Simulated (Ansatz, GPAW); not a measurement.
# How TiPbS3 (model structure) absorbs and reflects light, part 2 of 3

Aim: the dielectric function of TiPbS3 (model structure), and the optical constants that follow from it. The cell was made here by substitution or stacking, whether or not such a phase is known. It was built so: All O replaced by S and Zr replaced by Ti in the Pm-3m structure of ZrPbO3. The cell is first relaxed with Ansatz.

GPAW 26.7.0; DFT, RPBE, plane-wave PAW (GPAW data sets), scalar-relativistic, RPA, optical limit.

So far: Starting point; Relaxation.

## 3. Ground state

First the ground state: is it a metal or has it a gap?

This step: DFT, RPBE, plane-wave PAW (GPAW data sets), scalar-relativistic, ground state (GPAW 26.7.0).

File gs.py:

```python
from ase import Atoms
from ase.dft.bandgap import bandgap
from gpaw import GPAW, PW, FermiDirac

atoms = Atoms(['Pb', 'Ti', 'S', 'S', 'S'],
              cell=[[4.823596975500, 0.000000000000, 0.000000000000],
                    [0.000000000000, 4.823596975500, 0.000000000000],
                    [0.000000000000, 0.000000000000, 4.823596975500]],
              scaled_positions=[[0.500000000000, 0.500000000000, 0.500000000000],
                                [1.000000000000, 0.000000000000, 0.000000000000],
                                [1.000000000000, 0.500000000000, 1.000000000000],
                                [1.000000000000, 1.000000000000, 0.500000000000],
                                [0.500000000000, 1.000000000000, 1.000000000000]],
              pbc=[True, True, True])
atoms.calc = GPAW(mode=PW(500), xc='RPBE', kpts={'size': (5, 5, 5), 'gamma': True},
                  occupations=FermiDirac(0.05), maxiter=150, txt='gs.txt')
print('energy (eV)', atoms.get_potential_energy())
print('Fermi level (eV)', atoms.calc.get_fermi_level())
print('valence electrons', atoms.calc.get_number_of_electrons())
print('gap (eV)', bandgap(atoms.calc, output=None)[0])
print('direct gap (eV)', bandgap(atoms.calc, direct=True, output=None)[0])
atoms.calc.write('gs.gpw')
```

Command:

```
OMP_NUM_THREADS=1 python gs.py
```

Numbers of over 12 decimals in the logs are rounded to 6 here.

Log:

```text
__  _  _
 | _ |_)|_||  |
 |__||  | ||/\| - 26.7.0

Versions:
  Python: 3.12.14
  ASE:    3.29.0
  Numpy:  2.5.5
  Scipy:  1.18.1
  Libxc:  7.0.0

Input parameters:
  mode=PW(ecut=500.0),
  kpts=MonkhorstPack(size=(5, 5, 5), gamma=True),
  maxiter=150,
  occupations=Occupations(name='fermi-dirac', width=0.05, fixmagmom=False),
  xc=XC(name='RPBE')

Diagonalizing LCAO Hamiltonian
Converting LCAO to pw mode
    .-----------.
   /|           |
  / |           |
 *  |           |
 |  |           |
 |  |    Pb     |
 S  .-----------.
 | S           /
 |/           /
 Ti----S-----*

Atoms  # Å, Bohr magnetons
|   | symbol |        x |        y |        z |    initial magnetic moments |
| 0 |     Pb | 2.411798 | 2.411798 | 2.411798 | ( 0.0000,  0.0000,  0.0000) |
| 1 |     Ti | 4.823597 | 0.000000 | 0.000000 | ( 0.0000,  0.0000,  0.0000) |
| 2 |      S | 4.823597 | 2.411798 | 4.823597 | ( 0.0000,  0.0000,  0.0000) |
| 3 |      S | 4.823597 | 4.823597 | 2.411798 | ( 0.0000,  0.0000,  0.0000) |
| 4 |      S | 2.411798 | 4.823597 | 4.823597 | ( 0.0000,  0.0000,  0.0000) |

Unit cell  # Å
| periodic |        x |        y |        z |  lengths |    angles |
|      yes | 4.823597 | 0.000000 | 0.000000 | 4.823597 | 90.000000 |
|      yes | 0.000000 | 4.823597 | 0.000000 | 4.823597 | 90.000000 |
|      yes | 0.000000 | 0.000000 | 4.823597 | 4.823597 | 90.000000 |

Number of symmetries: 48
Symmetry operations  # r_c * U_cc + t_c -> r_c
|    | kind |            matrix            |
|  0 |  E   |  1, 0, 0,  0, 1, 0,  0, 0, 1 |
|  1 |  σ   |  1, 0, 0,  0, 1, 0,  0, 0,-1 |
|  2 |  σ   |  1, 0, 0,  0, 0, 1,  0, 1, 0 |
|  3 |  C4  |  1, 0, 0,  0, 0, 1,  0,-1, 0 |
|  4 |  C4  |  1, 0, 0,  0, 0,-1,  0, 1, 0 |
|  5 |  σ   |  1, 0, 0,  0, 0,-1,  0,-1, 0 |
|  6 |  σ   |  1, 0, 0,  0,-1, 0,  0, 0, 1 |
|  7 |  C2  |  1, 0, 0,  0,-1, 0,  0, 0,-1 |
|  8 |  σ   |  0, 1, 0,  1, 0, 0,  0, 0, 1 |
|  9 |  C2  |  0, 1, 0,  1, 0, 0,  0, 0,-1 |
| 10 |  C3  |  0, 1, 0,  0, 0, 1,  1, 0, 0 |
| 11 |  S6  |  0, 1, 0,  0, 0, 1, -1, 0, 0 |
| 12 |  S6  |  0, 1, 0,  0, 0,-1,  1, 0, 0 |
| 13 |  C3  |  0, 1, 0,  0, 0,-1, -1, 0, 0 |
| 14 |  C4  |  0, 1, 0, -1, 0, 0,  0, 0, 1 |
| 15 |  S4  |  0, 1, 0, -1, 0, 0,  0, 0,-1 |
| 16 |  C3  |  0, 0, 1,  1, 0, 0,  0, 1, 0 |
| 17 |  S6  |  0, 0, 1,  1, 0, 0,  0,-1, 0 |
| 18 |  σ   |  0, 0, 1,  0, 1, 0,  1, 0, 0 |
| 19 |  C4  |  0, 0, 1,  0, 1, 0, -1, 0, 0 |
| 20 |  C2  |  0, 0, 1,  0,-1, 0,  1, 0, 0 |
| 21 |  S4  |  0, 0, 1,  0,-1, 0, -1, 0, 0 |
| 22 |  S6  |  0, 0, 1, -1, 0, 0,  0, 1, 0 |
| 23 |  C3  |  0, 0, 1, -1, 0, 0,  0,-1, 0 |
| 24 |  S6  |  0, 0,-1,  1, 0, 0,  0, 1, 0 |
| 25 |  C3  |  0, 0,-1,  1, 0, 0,  0,-1, 0 |
| 26 |  C4  |  0, 0,-1,  0, 1, 0,  1, 0, 0 |
| 27 |  σ   |  0, 0,-1,  0, 1, 0, -1, 0, 0 |
| 28 |  S4  |  0, 0,-1,  0,-1, 0,  1, 0, 0 |
| 29 |  C2  |  0, 0,-1,  0,-1, 0, -1, 0, 0 |
| 30 |  C3  |  0, 0,-1, -1, 0, 0,  0, 1, 0 |
| 31 |  S6  |  0, 0,-1, -1, 0, 0,  0,-1, 0 |
| 32 |  C4  |  0,-1, 0,  1, 0, 0,  0, 0, 1 |
| 33 |  S4  |  0,-1, 0,  1, 0, 0,  0, 0,-1 |
| 34 |  S6  |  0,-1, 0,  0, 0, 1,  1, 0, 0 |
| 35 |  C3  |  0,-1, 0,  0, 0, 1, -1, 0, 0 |
| 36 |  C3  |  0,-1, 0,  0, 0,-1,  1, 0, 0 |
| 37 |  S6  |  0,-1, 0,  0, 0,-1, -1, 0, 0 |
| 38 |  σ   |  0,-1, 0, -1, 0, 0,  0, 0, 1 |
| 39 |  C2  |  0,-1, 0, -1, 0, 0,  0, 0,-1 |
| 40 |  σ   | -1, 0, 0,  0, 1, 0,  0, 0, 1 |
| 41 |  C2  | -1, 0, 0,  0, 1, 0,  0, 0,-1 |
| 42 |  C2  | -1, 0, 0,  0, 0, 1,  0, 1, 0 |
| 43 |  S4  | -1, 0, 0,  0, 0, 1,  0,-1, 0 |
| 44 |  S4  | -1, 0, 0,  0, 0,-1,  0, 1, 0 |
| 45 |  C2  | -1, 0, 0,  0, 0,-1,  0,-1, 0 |
| 46 |  C2  | -1, 0, 0,  0,-1, 0,  0, 0, 1 |
| 47 |  i   | -1, 0, 0,  0,-1, 0,  0, 0,-1 |

BZ-sampling:
  Number of BZ points: 125
  Number of IBZ points: 10

  Monkhorst-Pack size: [5, 5, 5]
  Monkhorst-Pack shift: [0, 0, 0]

K-points  # in reciprocal-cell coordinates
|   |                                coordinates |     weight |
| 0 | (  0.00000000,   0.00000000,   0.00000000) | 0.00800000 |
| 1 | (  0.20000000,   0.00000000,   0.00000000) | 0.04800000 |
| 2 | (  0.20000000,   0.20000000,   0.00000000) | 0.09600000 |
| 3 | (  0.20000000,   0.20000000,   0.20000000) | 0.06400000 |
| 4 | (  0.40000000,   0.00000000,   0.00000000) | 0.04800000 |
| 5 | (  0.40000000,   0.20000000,   0.00000000) | 0.19200000 |
| 6 | (  0.40000000,   0.20000000,   0.20000000) | 0.19200000 |
| 7 | (  0.40000000,   0.40000000,   0.00000000) | 0.09600000 |
| 8 | (  0.40000000,   0.40000000,   0.20000000) | 0.19200000 |
| 9 | (  0.40000000,   0.40000000,   0.40000000) | 0.06400000 |

Plane wave coefficients: 2897
Cutoff: 500.0 eV

Spin-components: 1 (collinear spins)
Bands:           31
Projectors:      27
Spin-degeneracy: 2
Datatype:        complex128

Parallelization:
  kpt:    1
  domain: 1
  band:   1

Density:
  Valence electrons: 44.0
  Components: 1
  Grid points: [25 25 25]
  Charge: 0.0  # |e|

Potential:
  Grid points: [25 25 25]

species:
  Pb:
    name:    Lead
    id:
    Z:       82.0
    valence: 14
    core:    68
    charge:  0.0  # [|e|]
    compensation charges:
      type: gauss
      rc: 0.38  # [Å]
      lmax: 2
    cutoffs:
      filter: 2.36  # [Å]
      core: 2.43  # [Å]
    projectors
    | kind |    occ | energy [eV] | rcut [Å] |
    |   6s |  2.000 |     -11.900 |    1.259 |
    |   6p |  2.000 |      -3.434 |    1.275 |
    |   5d | 10.000 |     -21.207 |    1.217 |
    |    s |        |      15.312 |    1.259 |
    |    p |        |      23.777 |    1.275 |
    |    d |        |       6.004 |    1.217 |

    Using partial waves for Pb as LCAO basis

  Ti:
    name:    Titanium
    id:
    Z:       22.0
    valence: 12
    core:    10
    charge:  0.0  # [|e|]
    compensation charges:
      type: gauss
      rc: 0.38  # [Å]
      lmax: 2
    cutoffs:
      filter: 2.23  # [Å]
      core: 1.02  # [Å]
    projectors
    | kind |    occ | energy [eV] | rcut [Å] |
    |   3s |  2.000 |     -62.726 |    1.270 |
    |   4s |  2.000 |      -4.420 |    1.270 |
    |   3p |  6.000 |     -38.898 |    1.058 |
    |   4p |  0.000 |      -1.472 |    1.058 |
    |   3d |  2.000 |      -4.207 |    1.058 |
    |    d |        |      23.004 |    1.058 |

    Using partial waves for Ti as LCAO basis

  S:
    name:    Sulfur
    id:
    Z:       16.0
    valence: 6
    core:    10
    charge:  0.0  # [|e|]
    compensation charges:
      type: gauss
      rc: 0.24  # [Å]
      lmax: 2
    cutoffs:
      filter: 1.77  # [Å]
      core: 1.66  # [Å]
    projectors
    | kind |    occ | energy [eV] | rcut [Å] |
    |   3s |  2.000 |     -17.247 |    0.974 |
    |   3p |  4.000 |      -6.991 |    0.979 |
    |    s |        |       9.964 |    0.974 |
    |    p |        |      20.220 |    0.979 |
    |    d |        |       0.000 |    0.900 |

    Using partial waves for S as LCAO basis

Reference energy: -623103.003721  # eV

eigensolver:
  PPCG
  Converge bands: occupied
  niter=2

density mixing:
  MSR1-Mixer
  Pratt-step length: 0.05
  Maximum mixing coefficient: 0.75
  Old densities: 10
  SVD Regularization: 0.005
  Good broyden scale: 1.0
  Trust region scale: 1.0
  Backstep threshold: 4.0
  History deletion threshold: 6.0
  Fourier metric: weight=20.0, sigma=0.015

occupation numbers:
  Fermi-Dirac:
    width: 0.0500  # eV

poisson solver:
  ecut: 4000.0  # eV

xc functional:
  name: RPBE with 2 nearest neighbor stencil

convergence criteria:
- Maximum [total energy] change in last 3 cyles: 0.0005 eV / valence electron
- Maximum integral of absolute [dens]ity change: 0.0001 electrons / valence electron
- Maximum integral of absolute [eigenst]ate change: 4e-08 eV^2 / valence electron
maximum number of iterations: 150

SCF iterations
|iter     |      energy | eigst |  dens |
|iter:   1||  -26.927991 | -0.13 |       |
|iter:   2||  -26.348635 | -1.64 | -1.02 |
|iter:   3||  -24.853052 | -1.16 | -1.09 |
|iter:   4||  -25.013208 | -1.80 | -1.57 |
|iter:   5||  -24.781566 | -2.50 | -1.50 |
|iter:   6||  -24.786438 | -2.48 | -1.81 |
|iter:   7||  -24.754950 | -3.09 | -1.93 |
|iter:   8||  -24.755107 | -4.75 | -2.91 |
|iter:   9||  -24.755263c| -5.80 | -3.48 |
|iter:  10||  -24.755165c| -6.64 | -3.84 |
|iter:  11||  -24.755213c| -7.54c| -4.06c|

Converged in 11 steps
SCF loop duration: 10.059 s (0.914 s/step)
Energy contributions relative to reference atoms: (reference = -623103.003721)

Energy contributions:
  Kinetic:          32.772449
  Coulomb:         -35.810492
  Zero:              0.148911
  External:          0.000000
  Xc:              -21.853867
  Entropy:          -0.024429
  Spinorbit:         0.000000
  ----------------------------
  Free energy:     -24.767428
  Extrapolated:    -24.755213

dipole moment: (-46.381926, -46.381926, -46.381926)  # |e|*Ang

Fermi level: 5.944
Eigenvalues  # (at kpt = [0.000, 0.000, 0.000])
| band index |      eig [eV] | occ [0-2] |
|          0 |       -52.017 |     2.000 |
|        ... |               |           |
|         17 |         4.726 |     2.000 |
|         18 |         4.726 |     2.000 |
|         19 |         5.162 |     2.000 |
|         20 |         5.162 |     2.000 |
|         21 |         5.162 |     2.000 |
|         22 |         5.932 |     1.116 |
|         23 |         5.932 |     1.116 |
|         24 |         5.932 |     1.116 |
|         25 |         7.144 |     0.000 |
|         26 |         7.144 |     0.000 |
|         27 |         9.838 |     0.000 |
|         28 |         9.838 |     0.000 |
|         29 |         9.838 |     0.000 |
|         30 |        11.793 |     0.000 |

No gap
No difference between direct/indirect transitions

--- standard output ---
energy (eV) -24.755213
Fermi level (eV) 5.943664
valence electrons 44.0
gap (eV) 0.0
direct gap (eV) 0.0
```

It took 12 s on 1 thread of Intel Xeon Platinum 8375C at 2.90GHz (Ice Lake), shared host; peak memory 0.18 GiB.

Read-outs, printed or worked out from the files:

* energy: -24.76 eV
* Fermi energy: 5.944 eV
* electrons: 44

There are states at the Fermi level within the smearing, so the occupations stay smeared and the carriers get a Drude term.

## 4. Bands for the response

At the fixed density, many empty bands are solved on the mesh of the response, since the spectrum sums over them.

This step: DFT, RPBE, plane-wave PAW (GPAW data sets), scalar-relativistic, bands at fixed density (GPAW 26.7.0).

File nscf.py:

```python
from ase.dft.bandgap import bandgap
from gpaw import GPAW, FermiDirac

calc = GPAW('gs.gpw').fixed_density(kpts={'size': (8, 8, 8), 'gamma': True}, nbands=65, convergence={'bands': 59},
                                    occupations=FermiDirac(0.05), txt='nscf.txt')
print('gap (eV)', bandgap(calc, output=None)[0])
print('direct gap (eV)', bandgap(calc, direct=True, output=None)[0])
print('top band over the Fermi level (eV)', min(calc.get_eigenvalues(kpt=k)[58] for k in range(len(calc.get_ibz_k_points()))) - calc.get_fermi_level())
calc.write('full.gpw', mode='all')
```

Command:

```
OMP_NUM_THREADS=1 python nscf.py
```

Log:

```text
Diagonalizing LCAO Hamiltonian
Converting LCAO to pw mode
convergence criteria:
- Maximum integral of absolute [eigenst]ate change: 4e-08 eV^2 / valence electron
maximum number of iterations: 150

SCF iterations
|iter     |      energy | eigst |  dens |
|iter:   1||             | +3.21 |       |
|iter:   2||             | +2.04 |       |
|iter:   3||             | +1.07 |       |
|iter:   4||             | -0.04 |       |
|iter:   5||             | -0.84 |       |
|iter:   6||             | -1.72 |       |
|iter:   7||             | -2.44 |       |
|iter:   8||             | -3.27 |       |
|iter:   9||             | -3.98 |       |
|iter:  10||             | -4.77 |       |
|iter:  11||             | -5.50 |       |
|iter:  12||             | -6.26 |       |
|iter:  13||             | -6.86 |       |
|iter:  14||             | -7.43c|       |
SCF steps: 14
  __  _  _
 | _ |_)|_||  |
 |__||  | ||/\| - 26.7.0

Versions:
  Python: 3.12.14
  ASE:    3.29.0
  Numpy:  2.5.5
  Scipy:  1.18.1
  Libxc:  7.0.0

Input parameters:
  mode=PW(ecut=500.0),
  convergence={'bands': 59},
  gpts=array([25, 25, 25]),
  kpts=MonkhorstPack(size=(8, 8, 8), gamma=True),
  maxiter=150,
  nbands=65,
  occupations=Occupations(name='fermi-dirac', width=0.05, fixmagmom=False),
  parallel={},
  xc=XC(name='RPBE')

--- standard output ---
gap (eV) 0.0
direct gap (eV) 0.0
top band over the Fermi level (eV) 19.087762
```

The job ended after 85 s (1 thread; peak memory 0.31 GiB).

[end of part 2 of 3]

[Machine, clock and banner lines and Python warnings are left out of the logs.]

[Logs are printed without paths, hosts, clocks, repeated set-up lines and the standing remarks that a program may print on its own settings, such as how far it seeks lower states.]

[Hosts, paths, dates, database ids (printed as entryN), source tags and the programs' standing remarks are cut or masked in the printed files.]
